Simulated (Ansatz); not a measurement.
# BP (F-43m): a volume series of phonon spectra, part 2 of 4

Wanted: mode Grüneisen parameters of BP and a free-energy fit over volumes.

What experiment has found for this phase:
- volume expansion coefficient 9.6 1e-6/K near room temperature (given in “Thermal expansion coefficients of high thermal conducting BAs and BP materials (three times its linear coefficient)”, 2019, arxiv:1906.04101)

Ansatz 0.2.0; DFT LDA, scalar-relativistic, plane waves, PAW.

So far. Step 2 (A first coarse run): The start is under -5.1 GPa at this level and looks like an insulator or semiconductor on this mesh. Step 4 (Relaxing to small residual forces and stress): The residual pressure is 0.0015 GPa, small enough for phonons.

### 5. Lattice dynamics at this volume, V/V0 1

Phonons at this volume give one point of F(V, T); meshes stay fixed along the series.

File input.yaml:

```yaml
crystal:
  lattice:
    - [0.0, 2.2452187559, 2.2452187559]
    - [2.2452187559, 0.0, 2.2452187559]
    - [2.2452187559, 2.2452187559, 0.0]
  atoms:
    - { symbol: B, position: [0.0, 0.0, 0.0] }
    - { symbol: P, position: [0.25, 0.25, 0.25] }
kpoints:
  mp_grid: { grid: [12, 12, 12] }
hamiltonian:
  xc: lda
scf:
  occupations: { method: fixed }
output:
  eigenvalues: true
phonons:
  method: dfpt
  dielectric: true
  rigid_motions: translations
  qmesh: [4, 4, 4]
  temperatures: { t_max: 1000, t_step: 50 }
  qpath:
    path:
      - [[0.0, 0.0, 0.0], [-0.5, -0.5, 0.0], [-0.375, -0.375, 0.25]]
      - [[-0.375, 0.0, 0.375], [0.0, 0.0, 0.0], [0.0, 0.0, 0.5], [-0.5, -0.25, 0.25], [-0.5, -0.5, 0.0]]
    npoints: 10
```

On the command line:

```sh
$ ansatz run input.yaml --threads 4 --pin off --max-ram 16384MiB --backend cpu --events-out ev --progress --plain --runs-dir out
```

Numbers of over 12 decimals in the logs are rounded to 6 here.

Output:

```text
Warning: phonons: the dynamical matrix that this run interpolates holds no multipole term above the dipole-dipole one, and a site of this crystal is no centre of inversion, so its interpolated transverse optical and acoustic branches and sound speeds can stay off near Gamma, and the density of states and the thermodynamics with them. What a run solves at a wave vector of phonons.qpoints, Gamma apart, where the deck admits one, is free of this, and under fd what a larger phonons.supercell samples
[...]
Crystal: 2 atoms, lattice volume = 22.636 Å³
Basis set: ecut = 420 eV, 459 PW (Γ), exchange–correlation on 48×48×48 points (8 copies of the dense FFT grid, shifted against one another)
Bands: 8, of which v1, the nominal top of the filled ones, is band 4 counted from 1 (3 counted from 0)
Symmetry: 24 space group operations
k-points: 280 of 1728 (irreducible under 4 space group operations, time reversal used)
[...]
SCF iter   1: F=—  HF=-876.639092 eV  |F-HF|=—  |Δ(HF+E_count)|=         —  Δρ=5.39e-3  dr2=5.11e-3  ethr=1.77e-3  ⟨swp⟩=5.1  Hψ=16445  notcnv=0  defer=547
[...]
SCF iter   8: F=-876.637968 eV  HF=-876.637968 eV  |F-HF|=2.61e-12  |Δ(HF+E_count)|=  7.39e-12  Δρ=1.37e-7  dr2=3.29e-12  ethr=1.25e-12  ⟨swp⟩=10.4  Hψ=16009  notcnv=0
SCF 1 converged in 8 iterations: F = -876.637968 eV  dr2 = 3.29e-12
[...]
NSCF: frozen V_eff on 1 k-points
DFPT response loops at Γ: preconditioner auto → none (the input reference at scf.mixing.eps_inf says where Resta's filter doesn't serve); β = 0.50; Broyden in place of MSR1
── the response to a field inside a basis, on 12×12×12 k-points: an SCF that follows is theirs, and a resumed run solves both again ──
Bands: 5, of which v1, the nominal top of the filled ones, is band 4 counted from 1 (3 counted from 0)
k-points: 182 of 1728 (irreducible under 6 space group operations, time reversal used)
[...]
Eigensolver: Dense (182 Hₖ)
SCF iter   1: F=—  HF=-876.638742 eV  |F-HF|=—  |Δ(HF+E_count)|=         —  Δρ=1.95e-4  dr2=1.05e-6  ethr=1.00e-1
[...]
SCF iter   3: F=-876.638744 eV  HF=-876.638744 eV  |F-HF|=2.59e-8  |Δ(HF+E_count)|=   4.22e-7  Δρ=1.08e-5  dr2=3.28e-8  ethr=3.44e-9
SCF 1 converged in 3 iterations: F = -876.638744 eV  dr2 = 3.28e-8
[...]
DFPT response loops at q = (0, 0, -0.5) (fractional): preconditioner auto → Resta (q_TF=auto, 2.294 Å⁻¹)  ε∞=7.2 (no band partly filled); β = 1.00, the filter's whole step (`scf.mixing.beta` (0.50) is not read by the response loops at its default; to damp them type it under 1.00, their step now; it binds the ground state too); Broyden in place of MSR1
[...]
SCF converged after 8 iterations
Free energy (F): -876.637968 eV
[...]
Internal energy: -876.637968 eV  (E = F + TS)
E sigma→0 (E₀):  -876.637968 eV
Fermi energy:    9.488889 eV
[...]
--- Band table (eV; the first three rows and the last of 280) ---
[...]
--- Phonons (Γ-DFPT): 2 representative perturbations + reference, on 280 of 1728 k-points (Σ response iterations 6) ---
  k mesh reduced under 4 symmetry operations, with k and −k counted as one. Each operation leaves every solved perturbation unchanged. A smaller set is not considered because the run solves the response to a homogeneous field
  ASR residual: 9.683e-5 → 0.000e0 eV/Å²; symmetrization residual: 4.043e-8 eV/Å²
  ASR residual per site (eV/Å²): 2.41e-5 9.68e-5
  Γ frequencies (cm⁻¹): 0.00 0.00 0.00 820.70 820.70 820.70
  ε∞ (high-frequency dielectric tensor):
        9.180102     0.000000    -0.000000
        0.000000     9.180102     0.000000
       -0.000000     0.000000     9.180102
  ε⁰ (static dielectric tensor: ions relaxed, cell fixed):
        9.345049     0.000000    -0.000000
        0.000000     9.345049     0.000000
       -0.000000     0.000000     9.345049
  ε⁰ − ε∞ (ionic part):
        0.164947    -0.000000    -0.000000
       -0.000000     0.164947    -0.000000
       -0.000000    -0.000000     0.164947
  softest optical mode at Γ: 820.70 cm⁻¹; the repairs (sum rule, projections) moved no ω² at Γ by more than (0.93 cm⁻¹)²
  Born effective charges Z* (e; rows j = field, columns β = displacement):
    site 0:
        -0.63996    0.00000    0.00000
         0.00000   -0.63996   -0.00000
         0.00000    0.00000   -0.63996
    site 1:
         0.63996   -0.00000   -0.00000
        -0.00000    0.63996    0.00000
        -0.00000   -0.00000    0.63996
  Z* charge neutrality: 1.682e-5 e pre-enforcement
  solved inside a basis spanned on kpoints, on 12×12×12 k-points, its susceptibility summed on 16×16×16: ε∞ is read to err by 2.6e-2, Z* by 5.4e-3 e (field_mesh: kpoints solves on kpoints); Z* is corrected for what the basis lacks
  optical modes at Γ without the LO–TO term, one row a degenerate level:
      ω (cm⁻¹)  modes    IR ((D/Å)²/amu)
        820.70      3             3.5374
  optical modes at Γ + LO–TO along q̂ = [1.0000, 0.0000, 0.0000]:
      ω (cm⁻¹)  modes    IR ((D/Å)²/amu)
        820.70      2             2.3582
        828.04      1             1.1791
  optical modes at Γ + LO–TO along q̂ = [0.0000, 1.0000, 0.0000]:
      ω (cm⁻¹)  modes    IR ((D/Å)²/amu)
        820.70      2             2.3582
        828.04      1             1.1791
  optical modes at Γ + LO–TO along q̂ = [0.0000, 0.0000, 1.0000]:
      ω (cm⁻¹)  modes    IR ((D/Å)²/amu)
        820.70      2             2.3582
        828.04      1             1.1791
--- Phonons (arbitrary-q DFPT): 8 irreducible q on the 4×4×4 mesh ---
  q = [0.0000, 0.0000, 0.0000] (star 1, of the zone-centre solve; hermiticity 4.07e-9, symmetrization 8.95e-16): 0.00 0.00 0.00 820.70 820.70 820.70
  q = [0.0000, 0.0000, 0.2500] (star 8, 2 solved perturbations on 936 of 1728 k-point pairs; hermiticity 1.49e-8, symmetrization 3.09e-15): 178.47 178.47 351.99 794.48 794.48 809.87
[...]
q = [0.0000, 0.2500, 0.2500] (star 6, 4 solved perturbations in 1608 linear systems a pass and spin channel, the states on 510 of 1728 k-point pairs; hermiticity 1.42e-8, symmetrization 8.09e-15): 240.41 240.41 368.07 765.27 765.27 823.10
[...]
sum rule: each row above includes the acoustic sum rule's correction from the zone centre's row sums; it moved no ω² by more than (0.92 cm⁻¹)²
  mesh force constants: q→R imaginary residual 1.36e-18; ASR residual 9.683e-5 → 0.000e0 eV/Å²; symmetrization residual 1.066e-14 eV/Å²
  interpolated dispersion: 63 rows × 6 modes
  density of states and harmonic sums: on the 24×24×24 q-mesh, interpolated from the force constants of a 4×4×4 supercell (with the dipole–dipole term)
  largest difference from the sums on the solved wave vectors: F 7.50e-3 eV, S 1.15e-5 and C_V 4.02e-6 eV/K
  zero-point energy: 0.205562 eV/cell   skipped modes (ω ≤ 0): 3   left out of the sums: 3.62e-5 of the cell's modes: C_V's classical limit lies that fraction below 3 k_B per atom; for a crystal, a wire or a layer, F and S can be off by more, and a phonons.interpolated_qmesh denser along its periods is the remedy for the sampling
```

It took 48 s on 4 threads of Arm Neoverse V2, shared host; peak memory 1 GiB.

This step gave:

```
Γ frequencies                            : 0, 0, 0, 820.7, 820.7, 820.7 cm⁻¹ (negative: imaginary)
lowest frequency on the path             : 0 cm⁻¹
zero-point energy                        : 0.2056 eV/cell
point group                              : -43m
highest frequency                        : 828.6 cm⁻¹
Debye temperature from the second moment : 1109 K
```

LO-TO term included. Phonon branches along the path, in cm⁻¹:

```
    point  branch 1  branch 2  branch 3  branch 4  branch 5  branch 6
        Γ         0         0         0       821       821       828
  halfway       240       240       368       765       765       823
        X       312       312       536       729       729       804
  halfway       312       344       521       717       730       804
        U       309       404       479       692       733       808
jump to K       309       404       479       692       733       808
  halfway       215       284       364       772       779       806
        Γ         0         0         0       821       821       828
  halfway       178       178       352       794       794       810
        L       223       223       518       775       782       782
  halfway       288       347       480       711       753       804
        W       370       416       444       684       729       801
  halfway       340       349       506       708       729       803
        X       312       312       536       729       729       804
```

The phonon branches as a text plot (rows in cm⁻¹):

```
    811 |*************************************     **************
    777 |    ***               ***           *********
    742 |       ****************                   ** ***********
    708 |              **** ***                      ****   ***
    673 |                  *                             ***
    639 |
    604 |
    570 |
    535 |           ****                                       **
    501 |         **    **                     *******       **
    466 |        *        **                  *       ***  **
    432 |       *          ****                          **
    397 |                ** *  *             *          *  *
    363 |      *        *    ** *           *         ** *****
    328 |            ****      * *                   *  *     ***
    293 |    **  ****    ****   *          *        * **
    259 |       *            ***  **               ***
    224 |   *  *                **        *   ******
    190 |    **                  ****       **
    155 |  **                     **     * *
    121 |  *                        *     *
     86 | *                         **  **
     52 | *                          *  *
     17 |*                            **
         Γ           X  U|K            Γ         L        W     X
```

Tetrahedra on 24 24 24, mean over bins of 10 cm⁻¹. Table of phonon density of states by wavenumber; read off at these points:

```
wavenumber (cm⁻¹)  phonon density of states (1/cm⁻¹/cell)
                5                                       0
               25                                  2.0e-5
               45                                  1.0e-4
               75                                  3.1e-4
               95                                  5.1e-4
              115                                  7.8e-4
              135                                 0.00114
              165                                 0.00196
              185                                  0.0028
              205                                  0.0042
              225                                 0.00834
              255                                 0.00998
              275                                  0.0110
              295                                  0.0127
              315                                  0.0155
              345                                 0.00946
              365                                 0.00778
              385                                 0.00729
              405                                 0.00722
              435                                 0.00497
              455                                  0.0122
              465                                  0.0136
              475                                  0.0101
              495                                 0.00566
              525                                 0.00107
              545                                       0
              565                                       0
              585                                       0
              615                                       0
              635                                       0
              655                                       0
              675                                       0
              705                                  0.0108
              725                                  0.0143
              735                                  0.0324
              745                                  0.0251
              765                                  0.0208
              795                                  0.0160
              805                                  0.0793
              815                                  0.0132
              835                                       0
```

Harmonic. Thermo, by row:

```
T (K)  F_vib (meV/atom)  S (J/mol-atom/K)  C_V (J/mol-atom/K)
    0             102.8                 0                   0
   50             102.8             0.106               0.382
  100             102.5             1.045               2.924
  150             101.5             2.848               6.197
  200              99.5             5.067               9.342
  250             96.25             7.461               12.14
  300             91.76             9.887               14.47
  350             86.02             12.26               16.34
  400             79.06             14.55               17.82
  450             70.96             16.72               18.99
  500             61.76             18.77               19.91
  550             51.53              20.7               20.65
  600             40.32             22.52               21.24
  650              28.2             24.24               21.73
  700             15.21             25.87               22.12
  750              1.41             27.41               22.45
  800            -13.18             28.86               22.73
  850             -28.5             30.25               22.97
  900            -44.52             31.57               23.17
  950             -61.2             32.83               23.34
 1000            -78.53             34.03               23.49
```

The modes has structure finer than the step of the table below, so its rows give means over 20 cm⁻¹, whole bins alone (the curve runs from -10 to 864 cm⁻¹). Peaks (cm⁻¹: height): B 737.1: 0.0231, 803.0: 0.0470; P 308.6: 0.0127, 462.4: 0.0119, 737.1: 0.00492, 803.0: 0.00716.

Phonopy on the run's constants, 21x21x21 mesh, Gaussian sigma 6.2 cm⁻¹. The modes by wavenumber; means over each step; values in 1/cm⁻¹/cell:

```
wavenumber (cm⁻¹)        B        P
                0   2.7e-6   1.1e-5
               20   7.5e-7   4.1e-6
               40   2.5e-5   7.5e-5
               60   4.2e-5   1.2e-4
               80   1.1e-4   3.2e-4
              100   1.2e-4   3.8e-4
              120   2.4e-4   7.1e-4
              140   3.2e-4   9.5e-4
              160   4.2e-4  0.00129
              180   6.5e-4  0.00206
              200   9.0e-4  0.00293
              220  0.00161  0.00544
              240  0.00205  0.00720
              260  0.00216  0.00796
              280  0.00234  0.00920
              300  0.00258   0.0109
              320  0.00237   0.0108
              340  0.00166  0.00842
              360  0.00126  0.00695
              380  0.00107  0.00629
              400   9.6e-4  0.00614
              420   7.2e-4  0.00490
              440   6.2e-4  0.00677
              460   7.0e-4   0.0112
              480   4.2e-4  0.00849
              500   1.5e-4  0.00480
              520   3.4e-5  0.00188
              540   9.8e-7   2.7e-4
              560        0   1.8e-6
              580        0        0
              600        0        0
              620        0        0
              640        0        0
              660   1.5e-5        0
              680  0.00300   6.4e-5
              700  0.00967   5.3e-4
              720   0.0132  0.00198
              740   0.0213  0.00459
              760   0.0173  0.00428
              780   0.0140  0.00375
              800   0.0337  0.00558
              820   0.0138  0.00260
              840   5.7e-4   1.7e-4
```

Born charge (rows field, columns displacement) (e), principal values of the symmetric part by kind of site:

```
atom  atoms with these values      low   middle     high     mean
  B1                        1  -0.6400  -0.6400  -0.6400  -0.6400
  P2                        1   0.6400   0.6400   0.6400   0.6400
```

In full for B1:

```
-0.6400  0.0000  0.0000
 0.0000 -0.6400  0.0000
 0.0000  0.0000 -0.6400
```

ε∞:

```
9.18 0.00 0.00
0.00 9.18 0.00
0.00 0.00 9.18
```

No LO-TO term. The modes at Γ (shares of kinetic energy by element, %):

```
mode  frequency (cm⁻¹)  symmetry  B %  P %
   1               0.0        T2   26   74
   2               0.0        T2   26   74
   3               0.0        T2   26   74
   4             820.7        T2   74   26
   5             820.7        T2   74   26
   6             820.7        T2   74   26
```

Displacements in mode 5 (820.7 cm⁻¹), the largest set to 1:
```
B1   0.00 -0.38  1.00
P2   0.00  0.13 -0.35
```

No mode is imaginary beyond numerical noise at the solved wavevectors.

### 6. A cell at another volume, V/V0 1.015

Symmetry fixes every atom, so a single point at the scaled cell gives the energy and pressure of this member.

The cell differs from the one that the last finished run ended in (a 3.175 → 3.191 Å, b 3.175 → 3.191 Å, c 3.175 → 3.191 Å).

input.yaml, the sections that differ from step 5:

```yaml
crystal:
  lattice:
    - [0.0, 2.2563891823, 2.2563891823]
    - [2.2563891823, 0.0, 2.2563891823]
    - [2.2563891823, 2.2563891823, 0.0]
  atoms:
    - { symbol: B, position: [0.0, 0.0, 0.0] }
    - { symbol: P, position: [0.25, 0.25, 0.25] }
output:
  forces: true
  stress: true
  eigenvalues: true
# kpoints, hamiltonian, scf: as in step 5
# phonons: removed
```

Output:

```text
[...]
Crystal: 2 atoms, lattice volume = 22.976 Å³
Basis set: ecut = 420 eV, 459 PW (Γ)
Bands: 8, of which v1, the nominal top of the filled ones, is band 4 counted from 1 (3 counted from 0)
Symmetry: 24 space group operations
[...]
k-points: 72 of 1728 (time reversal used)
[...]
SCF iter   1: F=—  HF=-876.636425 eV  |F-HF|=—  |Δ(HF+E_count)|=         —  Δρ=5.36e-3  dr2=5.27e-3  ethr=1.77e-3  ⟨swp⟩=5.1  Hψ=4228  notcnv=0  defer=135
[...]
SCF iter   6: F=-876.635232 eV  HF=-876.635232 eV  |F-HF|=8.81e-9  |Δ(HF+E_count)|=   8.55e-8  Δρ=6.96e-6  dr2=1.27e-8  ethr=1.25e-9  ⟨swp⟩=9.2  Hψ=3824  notcnv=0
SCF 1 converged in 6 iterations: F = -876.635232 eV  dr2 = 1.27e-8
[...]
SCF converged after 6 iterations
Free energy (F): -876.635232 eV
[...]
Internal energy: -876.635232 eV  (E = F + TS)
E sigma→0 (E₀):  -876.635232 eV
Fermi energy:    9.283446 eV
[...]
--- Stress (GPa, compression-positive) ---
       -2.540276      -0.000000      -0.000000
       -0.000000      -2.540276       0.000000
       -0.000000       0.000000      -2.540276
  P = ⅓ Tr σ = -2.5403 GPa (-25.403 kbar)
--- Band table (eV; the first three rows and the last of 72) ---
[...]
```

It took 0.47 s on 4 threads; peak memory 0.27 GiB; 1.4 s of CPU time.

Numbers from this step:

- pressure: -2.540 GPa
- gap on the k-mesh: 1.163 eV
- volume per atom: 11.49 Å³

At this level the gap is 1.16 eV on the k-mesh of the self-consistent run, which can miss the band edges.

### 7. Lattice dynamics at this volume, V/V0 1.015

Phonons at this volume give one point of F(V, T); meshes stay fixed along the series.

input.yaml, the sections that differ from step 6:

```yaml
output:
  eigenvalues: true
phonons:
  method: dfpt
  dielectric: true
  rigid_motions: translations
  qmesh: [4, 4, 4]
  temperatures: { t_max: 1000, t_step: 50 }
  qpath:
    path:
      - [[0.0, 0.0, 0.0], [-0.5, -0.5, 0.0], [-0.375, -0.375, 0.25]]
      - [[-0.375, 0.0, 0.375], [0.0, 0.0, 0.0], [0.0, 0.0, 0.5], [-0.5, -0.25, 0.25], [-0.5, -0.5, 0.0]]
    npoints: 10
# crystal, kpoints, hamiltonian, scf: as in step 6
```

Output:

```text
[...]
Crystal: 2 atoms, lattice volume = 22.976 Å³
Basis set: ecut = 420 eV, 459 PW (Γ), exchange–correlation on 48×48×48 points (8 copies of the dense FFT grid, shifted against one another)
Bands: 8, of which v1, the nominal top of the filled ones, is band 4 counted from 1 (3 counted from 0)
Symmetry: 24 space group operations
[...]
optical modes at Γ + LO–TO along q̂ = [0.0000, 1.0000, 0.0000]:
      ω (cm⁻¹)  modes    IR ((D/Å)²/amu)
        808.44      2             2.0157
        814.72      1             1.0079
  optical modes at Γ + LO–TO along q̂ = [0.0000, 0.0000, 1.0000]:
      ω (cm⁻¹)  modes    IR ((D/Å)²/amu)
        808.44      2             2.0157
        814.72      1             1.0079
--- Phonons (arbitrary-q DFPT): 8 irreducible q on the 4×4×4 mesh ---
[...]
interpolated dispersion: 63 rows × 6 modes
[...]
[key lines of the parts left out:]
SCF converged after 8 iterations
Free energy (F): -876.635232 eV
Fermi energy:    9.283421 eV
```

Wall time 48 s (4 threads); peak memory 1.1 GiB.

No mode is imaginary beyond numerical noise at the solved wavevectors. The highest zone-centre mode (no LO–TO term) moved by -1.5 % for a volume change of +1.5 %.

(Continued in part 3 of 4.)

[Logs are printed without paths, hosts, clocks, repeated set-up lines and the standing remarks that a program may print on its own settings, such as how far it seeks lower states.]

[Hosts, paths, dates, database ids (printed as entryN), source tags and the programs' standing remarks are cut or masked in the printed files.]

[A step with changed settings may run another functional than the one named; its input shows which.]

[Of the runs on displaced cells, only some may be shown.]
